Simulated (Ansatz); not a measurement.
# Is TaCuSn in the AlB2 type a stable metal?

Question: is the lattice of TaCuSn in the AlB2 type stable, and if so, what are its coupling constant and resistivity?

Calculated with Ansatz 0.2.0; DFT LDA, scalar-relativistic, plane waves, PAW; PAW set soft_1.

Report form: the programs' logs are mostly left out.

The structure was built from a prototype and need not be the compound's stable phase.

## 1. Set-up

Symmetry: P-6m2, No. 187, hexagonal system. The conventional cell has a = 3.970 Å, b = 3.970 Å, c = 4.168 Å, α = 90.00°, β = 90.00°, γ = 120.00°. Nearest to Ta lie 6 Sn at 3.10 Å and 6 Cu at 3.10 Å. Nearest to Sn lie 3 Cu at 2.29 Å and 6 Ta at 3.10 Å. Nearest to Cu lie 3 Sn at 2.29 Å and 6 Ta at 3.10 Å. Farther neighbours are not listed.

## 2. Relaxing cell and atoms

The structure is brought to rest under this functional.

input.yaml

```yaml
crystal:
  lattice:
    - [3.96992, 0.0, 0.0]
    - [-1.98496, 3.43805, 0.0]
    - [0.0, 0.0, 4.16842]
  atoms:
    - { symbol: Ta, position: [0.0, 0.0, 0.0] }
    - { symbol: Sn, position: [0.33333333, 0.66666667, 0.5] }
    - { symbol: Cu, position: [0.66666667, 0.33333333, 0.5] }
kpoints:
  mp_grid: { grid: [9, 9, 8] }
hamiltonian:
  xc: lda
  pseudopotentials: { kind: paw, azcp: { folder: soft_1 }, xc_functional: pbe }
scf:
  occupations: { method: gaussian, width: 0.1 }
output:
  forces: true
  stress: true
  eigenvalues: true
relax:
  adjacent_minimum: "off"
  f_tol: 0.005
  max_steps: 80
  cell: { stress_tol: 0.05 }
```

Command:

```bash
> ansatz run input.yaml --threads 4 --pin off --max-ram 12288MiB --backend cpu --events-out ev --progress --plain --runs-dir out
```

It took 45 s on 4 threads of Arm Neoverse V1, shared host; peak memory 0.47 GiB; 2.9 min of CPU time.

Step by step:

| step | energy less that of the first step (eV) | largest force component (eV/Å) | pressure (GPa) | volume (Å³) |
| --- | --- | --- | --- | --- |
| 1 | 0.0000 | 0.0000 | -7.93 | 56.89 |
| 2 | -0.4414 | 0.0000 | -5.36 | 54.49 |
| 3 | -0.8018 | 0.0000 | -3.00 | 52.50 |
| 4 | -1.0604 | 0.0000 | -0.63 | 50.80 |
| 5 | -1.2124 | 0.0000 | 0.87 | 49.59 |
| 6 | -1.3159 | 0.0000 | 0.43 | 49.21 |
| 7 | -1.4623 | 0.0000 | 1.98 | 48.30 |
| 8 | -1.3778 | 0.0000 | -1.59 | 49.39 |
| 9 | -1.4810 | 0.0000 | -2.44 | 49.49 |
| 10 | -1.4881 | 0.0000 | 0.07 | 48.74 |
| 11 | -1.4881 | 0.0000 | 0.00 | 48.76 |
| 12* | -1.4921 | 0.0000 | 0.17 | 48.76 |
| 13 | -1.4921 | 0.0000 | 0.01 | 48.81 |
| 14* | -1.4921 | 0.0000 | 0.01 | 48.81 |

Relaxation steps marked * repeat the geometry before them on a plane-wave basis chosen anew for their cell, so energy and pressure can jump there. Relaxation step 8 was tried and not accepted.

Forces are held to the 12 operations that the run works with; a distortion that breaks them can't arise in this run.

| cell as run | before | after | change |
| --- | --- | --- | --- |
| a (Å) | 3.970 | 4.389 | +10.6 % |
| b (Å) | 3.970 | 4.389 | +10.6 % |
| c (Å) | 4.168 | 2.925 | -29.8 % |
| volume (Å³/atom) | 18.96 | 16.27 | -14.2 % |

Final coordinates:

```xyz
3
Lattice="4.3894 0.0000 0.0000 -2.1947 3.8013 0.0000 0.0000 0.0000 2.9251" Properties=species:S:1:pos:R:3 pbc="T T T"
Ta    0.0000    0.0000    0.0000
Sn    0.0000    2.5342    1.4626
Cu    2.1947    1.2671    1.4626
```

This step gave:

```
pressure          : 0.008414 GPa
volume per atom   : 16.27 Å³/atom
metallic on mesh  : yes
gap on the k-mesh : 0 eV
```

The largest force is now zero by symmetry and the largest stress component 0.011 GPa.

## 3. Relaxation

The relaxation is repeated from the new cell as a check.

input.yaml, the sections that differ from step 2:

```yaml
crystal:
  lattice:
    - [4.3893873078, 0.0, 0.0]
    - [-2.1946936539, 3.8013209156, 0.0]
    - [0.0, 0.0, 2.9251443384]
  atoms:
    - { symbol: Ta, position: [0.0, 0.0, 0.0] }
    - { symbol: Sn, position: [0.3333333333, 0.6666666667, 0.5] }
    - { symbol: Cu, position: [0.6666666667, 0.3333333333, 0.5] }
kpoints:
  mp_grid: { grid: [9, 9, 10] }
# hamiltonian, scf, output, relax: as in step 2
```

Run time: 17 s. Hardware: 4 threads; peak memory 0.46 GiB.

Relaxation path:

| step | energy less that of the first step (eV) | largest force component (eV/Å) | pressure (GPa) | volume (Å³) |
| --- | --- | --- | --- | --- |
| 1 | 0.0000 | 0.0000 | -0.02 | 48.81 |
| 2 | -0.0001 | 0.0000 | -0.36 | 48.91 |
| 3 | -0.0003 | 0.0000 | 0.23 | 48.74 |
| 4 | -0.0003 | 0.0000 | 0.00 | 48.80 |
| 5 | -0.0003 | 0.0000 | 0.00 | 48.80 |

The log counts 1 steps on a newly chosen plane-wave basis, not all of them marked here; energy and pressure can jump at such steps.

| conventional cell, symmetrised | before | after | change |
| --- | --- | --- | --- |
| a (Å) | 4.389 | 4.383 | -0.1 % |
| b (Å) | 4.389 | 4.383 | -0.1 % |
| c (Å) | 2.925 | 2.933 | +0.3 % |
| volume (Å³/atom) | 16.27 | 16.27 | -0.0 % |

Final coordinates:

```xyz
3
Lattice="4.3831 0.0000 0.0000 -2.1916 3.7959 0.0000 0.0000 0.0000 2.9333" Properties=species:S:1:pos:R:3 pbc="T T T"
Ta    0.0000    0.0000    0.0000
Sn    0.0000    2.5306    1.4666
Cu    2.1916    1.2653    1.4666
```

This step gave:

```yaml
pressure: 5.46e-4 GPa
```

The largest force is now zero by symmetry and the largest stress component 0.0022 GPa.

## 4. Relaxing tightly for phonons

No force is left; the cell is relaxed once more with another smearing and tight thresholds.

input.yaml, the sections that differ from step 3:

```yaml
crystal:
  lattice:
    - [4.3831043201, 0.0, 0.0]
    - [-2.1915521601, 3.7958796887, 0.0]
    - [0.0, 0.0, 2.9332785838]
  atoms:
    - { symbol: Ta, position: [0.0, 0.0, 0.0] }
    - { symbol: Sn, position: [0.3333333333, 0.6666666667, 0.5] }
    - { symbol: Cu, position: [0.6666666667, 0.3333333333, 0.5] }
scf:
  occupations: { method: methfessel_paxton, width: 0.2 }
relax:
  adjacent_minimum: "off"
  f_tol: 0.001
  max_steps: 60
  cell: { stress_tol: 0.01 }
# kpoints, hamiltonian, output: as in step 3
```

Run time: 17 s. Hardware: 4 threads; peak memory 0.46 GiB.

Little changed from the start: no atom moved by 0.005 Å and no cell edge by 0.1 %.

This step gave:

- pressure: 0.002908 GPa

The largest force is now zero by symmetry and the largest stress component 0.0030 GPa, small enough for phonons.

## 5. Phonons: q 2×2×2, k 4×4×6

Before any scattering is computed, the phonons show whether the structure is a minimum.

input.yaml

```yaml
crystal:
  lattice:
    - [4.3834703707, 0.0, 0.0]
    - [-2.1917351854, 3.7961966977, 0.0]
    - [0.0, 0.0, 2.932589773]
  atoms:
    - { symbol: Ta, position: [0.0, 0.0, 0.0] }
    - { symbol: Sn, position: [0.3333333333, 0.6666666667, 0.5] }
    - { symbol: Cu, position: [0.6666666667, 0.3333333333, 0.5] }
kpoints:
  mp_grid: { grid: [4, 4, 6] }
hamiltonian:
  xc: lda
  pseudopotentials: { kind: paw, azcp: { folder: soft_1 }, xc_functional: pbe }
scf:
  occupations: { method: methfessel_paxton, width: 0.2 }
output:
  eigenvalues: true
phonons:
  method: dfpt
  qmesh: [2, 2, 2]
  temperatures: { t_max: 1000, t_step: 50 }
  qpath:
    path:
      - [[0.0, 0.0, 0.0], [0.5, 0.0, 0.0], [0.33333333, 0.33333333, 0.0], [0.0, 0.0, 0.0], [0.0, 0.0, 0.5], [0.5, 0.0, 0.5], [0.33333333, 0.33333333, 0.5], [0.0, 0.0, 0.5]]
      - [[0.5, 0.0, 0.5], [0.5, 0.0, 0.0]]
      - [[0.33333333, 0.33333333, 0.5], [0.33333333, 0.33333333, 0.0]]
    npoints: 10
```

It took 41 s on 4 threads; peak memory 0.55 GiB.

Numbers from this step:

```
share of imaginary modes in the plain interpolation between solved wavevectors : 0.0351
highest frequency, solved or plainly interpolated                              : 241.4 cm⁻¹
```

Solved on the 2×2×2 mesh alone; all other wavevectors are interpolated. The phonon branches at the labelled points (cm⁻¹):

| point | branch 1 | branch 2 | branch 3 | branch 4 | branch 5 | branch 6 | branch 7 | branch 8 | branch 9 |
| --- | --- | --- | --- | --- | --- | --- | --- | --- | --- |
| Γ | 0 | 0 | 0 | 67 | 122 | 153 | 153 | 228 | 228 |
| halfway | 26 | 49 | 71 | 89 | 116 | 133 | 140 | 223 | 236 |
| M | 55 | 69 | 83 | 102 | 103 | 103 | 160 | 207 | 241 |
| halfway | 60 | 73 | 84 | 96 | 99 | 100 | 172 | 205 | 240 |
| K | 69 | 77 | 86 | 87 | 94 | 95 | 191 | 193 | 238 |
| halfway | 31 | 56 | 72 | 97 | 113 | 127 | 141 | 222 | 236 |
| Γ | 0 | 0 | 0 | 67 | 122 | 153 | 153 | 228 | 228 |
| halfway | 35 | 73 | 73 | 100 | 149 | 149 | 158 | 226 | 226 |
| A | -38 | 118 | 118 | 129 | 133 | 133 | 196 | 223 | 223 |
| halfway | -38 | 100 | 109 | 117 | 135 | 153 | 199 | 216 | 225 |
| L | -44 | 101 | 102 | 103 | 138 | 158 | 202 | 211 | 228 |
| halfway | -44 | 82 | 104 | 122 | 135 | 162 | 198 | 202 | 234 |
| H | -45 | 74 | 105 | 132 | 133 | 168 | 185 | 203 | 238 |
| halfway | -38 | 94 | 113 | 114 | 135 | 156 | 200 | 211 | 228 |
| A | -38 | 118 | 118 | 129 | 133 | 133 | 196 | 223 | 223 |
| jump to L | -44 | 101 | 102 | 103 | 138 | 158 | 202 | 211 | 228 |
| halfway | 42 | 85 | 86 | 106 | 117 | 152 | 169 | 209 | 235 |
| M | 55 | 69 | 83 | 102 | 103 | 103 | 160 | 207 | 241 |
| jump to H | -45 | 74 | 105 | 132 | 133 | 168 | 185 | 203 | 238 |
| halfway | 42 | 75 | 87 | 101 | 118 | 161 | 184 | 190 | 237 |
| K | 69 | 77 | 86 | 87 | 94 | 95 | 191 | 193 | 238 |

Lowest modes at the softest wavevector of the mesh. Modes at q = (0.000, 0.500, 0.500), with each element's share of the kinetic energy (negative means imaginary):

| mode | frequency (cm⁻¹) | Ta % | Sn % | Cu % |
| --- | --- | --- | --- | --- |
| 1 | -43.6 | 3 | 0 | 97 |
| 2 | 101.1 | 0 | 59 | 41 |
| 3 | 101.9 | 74 | 26 | 0 |
| 4 | 103.1 | 79 | 18 | 3 |
| 5 | 137.8 | 100 | 0 | 0 |
| 6 | 158.5 | 14 | 33 | 53 |

Displacements in mode 1 (-43.6 cm⁻¹), the largest set to 1, in the home cell:
```
Ta1  0.00 -0.10  0.00
Sn2  0.00  0.00 -0.03
Cu3  0.00  0.00 -1.00
```

Displacements in mode 4 (103.1 cm⁻¹), the largest set to 1, in the home cell:
```
Ta1  0.00  1.00  0.00
Sn2  0.00  0.00  0.59
Cu3  0.00  0.00 -0.32
```

Among the solved wavevectors the lowest mode, translations apart, is -43.6 cm⁻¹, imaginary.

## 6. Phonons by linear response: q 3×3×2, k 6×6×8

An imaginary mode on so few k-points may come from the sampling, so the phonons are repeated with another q and k mesh.

input.yaml: that of step 5 with these lines changed.

```diff
@@ -10,3 +10,3 @@
 kpoints:
-  mp_grid: { grid: [4, 4, 6] }
+  mp_grid: { grid: [6, 6, 8] }
 hamiltonian:
@@ -20,3 +20,3 @@
   method: dfpt
-  qmesh: [2, 2, 2]
+  qmesh: [3, 3, 2]
   temperatures: { t_max: 1000, t_step: 50 }
```

Elapsed: 2.6 min, on 4 threads; peak memory 0.72 GiB.

Numbers from this step:

```
share of imaginary modes in the plain interpolation between solved wavevectors : 0.0402
highest frequency, solved or plainly interpolated                              : 240.3 cm⁻¹
```

Solved on the 3×3×2 mesh alone; all other wavevectors are interpolated. The phonon branches at the labelled points (cm⁻¹):

| point | branch 1 | branch 2 | branch 3 | branch 4 | branch 5 | branch 6 | branch 7 | branch 8 | branch 9 |
| --- | --- | --- | --- | --- | --- | --- | --- | --- | --- |
| Γ | 0 | 0 | 0 | 57 | 118 | 149 | 149 | 226 | 226 |
| halfway | 31 | 51 | 64 | 85 | 113 | 132 | 136 | 221 | 234 |
| M | 55 | 64 | 81 | 90 | 103 | 109 | 156 | 206 | 240 |
| halfway | 47 | 66 | 82 | 86 | 100 | 104 | 170 | 204 | 238 |
| K | 41 | 68 | 75 | 87 | 94 | 104 | 188 | 196 | 235 |
| halfway | 32 | 57 | 65 | 94 | 112 | 119 | 142 | 220 | 234 |
| Γ | 0 | 0 | 0 | 57 | 118 | 149 | 149 | 226 | 226 |
| halfway | 28 | 73 | 73 | 103 | 146 | 146 | 158 | 224 | 224 |
| A | -36 | 116 | 116 | 134 | 134 | 135 | 197 | 223 | 223 |
| halfway | -34 | 100 | 109 | 115 | 134 | 156 | 202 | 214 | 226 |
| L | -44 | 94 | 102 | 106 | 129 | 157 | 205 | 212 | 229 |
| halfway | -47 | 82 | 93 | 122 | 128 | 162 | 199 | 207 | 235 |
| H | -51 | 74 | 92 | 114 | 141 | 171 | 185 | 208 | 238 |
| halfway | -35 | 93 | 110 | 114 | 132 | 160 | 203 | 209 | 229 |
| A | -36 | 116 | 116 | 134 | 134 | 135 | 197 | 223 | 223 |
| jump to L | -44 | 94 | 102 | 106 | 129 | 157 | 205 | 212 | 229 |
| halfway | 35 | 76 | 84 | 107 | 118 | 149 | 170 | 208 | 235 |
| M | 55 | 64 | 81 | 90 | 103 | 109 | 156 | 206 | 240 |
| jump to H | -51 | 74 | 92 | 114 | 141 | 171 | 185 | 208 | 238 |
| halfway | 16 | 70 | 82 | 85 | 123 | 166 | 186 | 188 | 236 |
| K | 41 | 68 | 75 | 87 | 94 | 104 | 188 | 196 | 235 |

Lowest modes at the softest wavevector of the mesh. The modes at q = (0.333, 0.333, 0.500) (shares of kinetic energy by element, %) (negative means imaginary):

| mode | frequency (cm⁻¹) | Ta % | Sn % | Cu % |
| --- | --- | --- | --- | --- |
| 1 | -50.9 | 8 | 0 | 92 |
| 2 | 74.1 | 22 | 53 | 26 |
| 3 | 91.6 | 79 | 21 | 0 |
| 4 | 113.7 | 92 | 0 | 8 |
| 5 | 140.6 | 70 | 3 | 27 |
| 6 | 170.6 | 0 | 100 | 0 |

Displacements in mode 1 (-50.9 cm⁻¹), the largest set to 1, in the home cell (x, y, z of the real part, then of the imaginary part):
```
Ta1 -0.11 -0.06  0.00 -0.06  0.11  0.00
Sn2  0.00  0.00  0.00  0.00  0.00  0.00
Cu3  0.00  0.00 -1.00  0.00  0.00  0.00
```

Displacements in mode 6 (170.6 cm⁻¹), the largest set to 1, in the home cell (x, y, z of the real part, then of the imaginary part):
```
Ta1  0.00  0.00  0.00  0.00  0.00  0.00
Sn2 -0.87  0.50  0.00 -0.50 -0.87  0.00
Cu3  0.00  0.00  0.00  0.00  0.00  0.00
```

The modes has structure finer than the step of the table below, so its rows give means over 10 cm⁻¹, whole bins alone (the curve runs from -60.6 to 257 cm⁻¹). Peaks (cm⁻¹: height): Cu -34.6: 0.0155, 43.4: 0.0159, 65.4: 0.0246, 157.4: 0.0188, 209.4: 0.0237, 235.4: 0.0451; Sn 75.4: 0.0224, 111.4: 0.0174, 155.4: 0.0191, 205.4: 0.0280, 235.4: 0.0394; Ta 45.4: 0.0118, 101.4: 0.0427, 127.4: 0.0344.

Phonopy on the run's constants, 15x15x19 mesh, Gaussian sigma 2.3 cm⁻¹. The modes by wavenumber; means over each step; values in 1/cm⁻¹/cell:

| wavenumber (cm⁻¹) | Cu | Sn | Ta |
| --- | --- | --- | --- |
| -50 | 0.00284 | 3.4e-6 | 2.1e-4 |
| -40 | 0.0113 | 7.7e-5 | 5.5e-4 |
| -30 | 0.0119 | 1.8e-4 | 3.7e-4 |
| -20 | 0.00609 | 9.8e-5 | 2.0e-4 |
| -10 | 0.00196 | 2.1e-5 | 1.3e-4 |
| 0 | 5.2e-4 | 3.9e-5 | 6.2e-5 |
| 10 | 0.00330 | 1.8e-4 | 3.4e-4 |
| 20 | 0.00454 | 7.3e-4 | 0.00122 |
| 30 | 0.00837 | 0.00161 | 0.00277 |
| 40 | 0.0111 | 0.00412 | 0.00826 |
| 50 | 0.0111 | 0.00521 | 0.00943 |
| 60 | 0.0163 | 0.00652 | 0.00799 |
| 70 | 0.0146 | 0.0166 | 0.0190 |
| 80 | 0.00747 | 0.0191 | 0.0223 |
| 90 | 0.00736 | 0.0167 | 0.0285 |
| 100 | 0.00704 | 0.0139 | 0.0407 |
| 110 | 0.00891 | 0.0158 | 0.0374 |
| 120 | 0.00812 | 0.0126 | 0.0297 |
| 130 | 0.00810 | 0.00967 | 0.0316 |
| 140 | 0.0103 | 0.0129 | 0.0180 |
| 150 | 0.0116 | 0.0142 | 0.0102 |
| 160 | 0.0148 | 0.0159 | 0.00841 |
| 170 | 0.00602 | 0.0120 | 0.00388 |
| 180 | 0.00248 | 0.00876 | 0.00240 |
| 190 | 0.00343 | 0.0106 | 0.00218 |
| 200 | 0.00959 | 0.0220 | 0.00441 |
| 210 | 0.0214 | 0.0226 | 0.00409 |
| 220 | 0.0192 | 0.0154 | 0.00150 |
| 230 | 0.0327 | 0.0267 | 0.00231 |
| 240 | 0.0175 | 0.0155 | 0.00191 |
| 250 | 3.3e-5 | 3.1e-5 | 5.2e-6 |

No LO-TO term; unit eigenvectors of the mass-weighted matrix. The modes at Γ (shares of kinetic energy by element, %):

| mode | frequency (cm⁻¹) | symmetry | Ta % | Sn % | Cu % |
| --- | --- | --- | --- | --- | --- |
| 1 | 0.0 | unnamed | 50 | 33 | 17 |
| 2 | 0.0 | unnamed | 50 | 33 | 17 |
| 3 | 0.0 | unnamed | 50 | 33 | 17 |
| 4 | 57.2 | A2'' | 4 | 17 | 79 |
| 5 | 118.0 | A2'' | 46 | 50 | 3 |
| 6 | 149.2 | E' | 49 | 21 | 30 |
| 7 | 149.2 | E' | 49 | 21 | 30 |
| 8 | 225.7 | E' | 1 | 46 | 52 |
| 9 | 225.7 | E' | 1 | 46 | 52 |

Displacements in mode 4 (57.2 cm⁻¹), the largest set to 1:
```
Ta1  0.00  0.00 -0.13
Sn2  0.00  0.00 -0.34
Cu3  0.00  0.00  1.00
```

Displacements in mode 5 (118.0 cm⁻¹), the largest set to 1:
```
Ta1  0.00  0.00 -0.78
Sn2  0.00  0.00  1.00
Cu3  0.00  0.00  0.35
```

Among the solved wavevectors the lowest mode, translations apart, is -50.9 cm⁻¹, imaginary.

## 7. Lattice stability: Fermi–Dirac smearing of 0.3 eV

The phonons are repeated on the same meshes with a wide Fermi–Dirac smearing, to see whether the soft mode comes from sharp features of the Fermi surface.

input.yaml: that of step 6 with these lines changed.

```diff
@@ -15,3 +15,3 @@
 scf:
-  occupations: { method: methfessel_paxton, width: 0.2 }
+  occupations: { method: fermi_dirac, width: 0.3 }
 output:
```

The job ended after 2.8 min (4 threads; peak memory 0.75 GiB; 11 min of CPU time).

Numbers from this step:

```
share of imaginary modes in the plain interpolation between solved wavevectors : 0.0468
highest frequency, solved or plainly interpolated                              : 240.1 cm⁻¹
```

Solved on the 3×3×2 mesh alone; all other wavevectors are interpolated. Phonon branches along the path, in cm⁻¹:

| point | branch 1 | branch 2 | branch 3 | branch 4 | branch 5 | branch 6 | branch 7 | branch 8 | branch 9 |
| --- | --- | --- | --- | --- | --- | --- | --- | --- | --- |
| Γ | 0 | 0 | 0 | 60 | 116 | 149 | 149 | 227 | 227 |
| halfway | 34 | 50 | 66 | 86 | 111 | 131 | 138 | 221 | 234 |
| M | 56 | 66 | 80 | 99 | 99 | 110 | 157 | 205 | 240 |
| halfway | 54 | 68 | 81 | 92 | 96 | 107 | 171 | 204 | 238 |
| K | 56 | 70 | 80 | 85 | 90 | 107 | 189 | 195 | 236 |
| halfway | 37 | 56 | 67 | 95 | 109 | 122 | 142 | 220 | 235 |
| Γ | 0 | 0 | 0 | 60 | 116 | 149 | 149 | 227 | 227 |
| halfway | 16 | 68 | 68 | 103 | 144 | 144 | 157 | 225 | 225 |
| A | -52 | 114 | 114 | 124 | 124 | 134 | 196 | 222 | 222 |
| halfway | -48 | 103 | 107 | 108 | 125 | 153 | 201 | 214 | 225 |
| L | -47 | 89 | 100 | 110 | 123 | 157 | 205 | 209 | 228 |
| halfway | -48 | 86 | 90 | 117 | 126 | 161 | 198 | 206 | 233 |
| H | -50 | 79 | 92 | 110 | 134 | 170 | 184 | 207 | 236 |
| halfway | -48 | 96 | 104 | 113 | 123 | 156 | 202 | 210 | 228 |
| A | -52 | 114 | 114 | 124 | 124 | 134 | 196 | 222 | 222 |
| jump to L | -47 | 89 | 100 | 110 | 123 | 157 | 205 | 209 | 228 |
| halfway | 37 | 77 | 82 | 107 | 115 | 150 | 169 | 206 | 235 |
| M | 56 | 66 | 80 | 99 | 99 | 110 | 157 | 205 | 240 |
| jump to H | -50 | 79 | 92 | 110 | 134 | 170 | 184 | 207 | 236 |
| halfway | 29 | 76 | 84 | 85 | 118 | 166 | 184 | 188 | 236 |
| K | 56 | 70 | 80 | 85 | 90 | 107 | 189 | 195 | 236 |

Lowest modes at the softest wavevector of the mesh. The modes at q = (0.000, 0.000, 0.500) (shares of kinetic energy by element, %) (negative means imaginary):

| mode | frequency (cm⁻¹) | Ta % | Sn % | Cu % |
| --- | --- | --- | --- | --- |
| 1 | -51.6 | 0 | 4 | 96 |
| 2 | 113.7 | 0 | 61 | 39 |
| 3 | 113.7 | 0 | 61 | 39 |
| 4 | 124.0 | 100 | 0 | 0 |
| 5 | 124.0 | 100 | 0 | 0 |
| 6 | 133.8 | 100 | 0 | 0 |

Displacements in mode 1 (-51.6 cm⁻¹), the largest set to 1, in the home cell:
```
Ta1  0.00  0.00  0.00
Sn2  0.00  0.00 -0.14
Cu3  0.00  0.00  1.00
```

Displacements in mode 2 (113.7 cm⁻¹), the largest set to 1, in the home cell (x, y, z of the real part, then of the imaginary part):
```
Ta1  0.00  0.00  0.00  0.00  0.00  0.00
Sn2 -0.09  0.91  0.00  0.02  0.00  0.00
Cu3 -0.10  1.00  0.00  0.02  0.00  0.00
```

Among the solved wavevectors the lowest mode, translations apart, is -51.6 cm⁻¹, imaginary.

## 8. What came out

```yaml
phonon_run_of_the_rows_without_a_label_of_their_own: LDA, q 3×3×2, k 6×6×8
softest_mode_on_the_q_mesh: -50.9 cm⁻¹ at q = (0.333, 0.333, 0.5)
highest_frequency_solved_or_plainly_interpolated: 240 cm⁻¹
```

The lattice is dynamically unstable at this level: a mode at q = (0.333, 0.333, 0.5) is imaginary, 50.9i cm⁻¹, so no harmonic coupling constant or resistivity is defined for this structure. These meshes are coarse, and single modes of a metal can move by tens of cm⁻¹ with the k mesh. The coarser mesh found an imaginary mode at another wavevector, which this mesh lacks. Spin–orbit coupling, left out here, matters for Ta. The phonon runs are not spin-polarised. The PAW files were made for PBE; under other functionals the run regenerates their frozen core. The structure was built by hand as an ordered model, and its stability against other phases was not tested.

[Logs are printed without paths, hosts, clocks, repeated set-up lines and the standing remarks that a program may print on its own settings, such as how far it seeks lower states.]

[Hosts, paths, dates, database ids (printed as entryN), source tags and the programs' standing remarks are cut or masked in the printed files.]
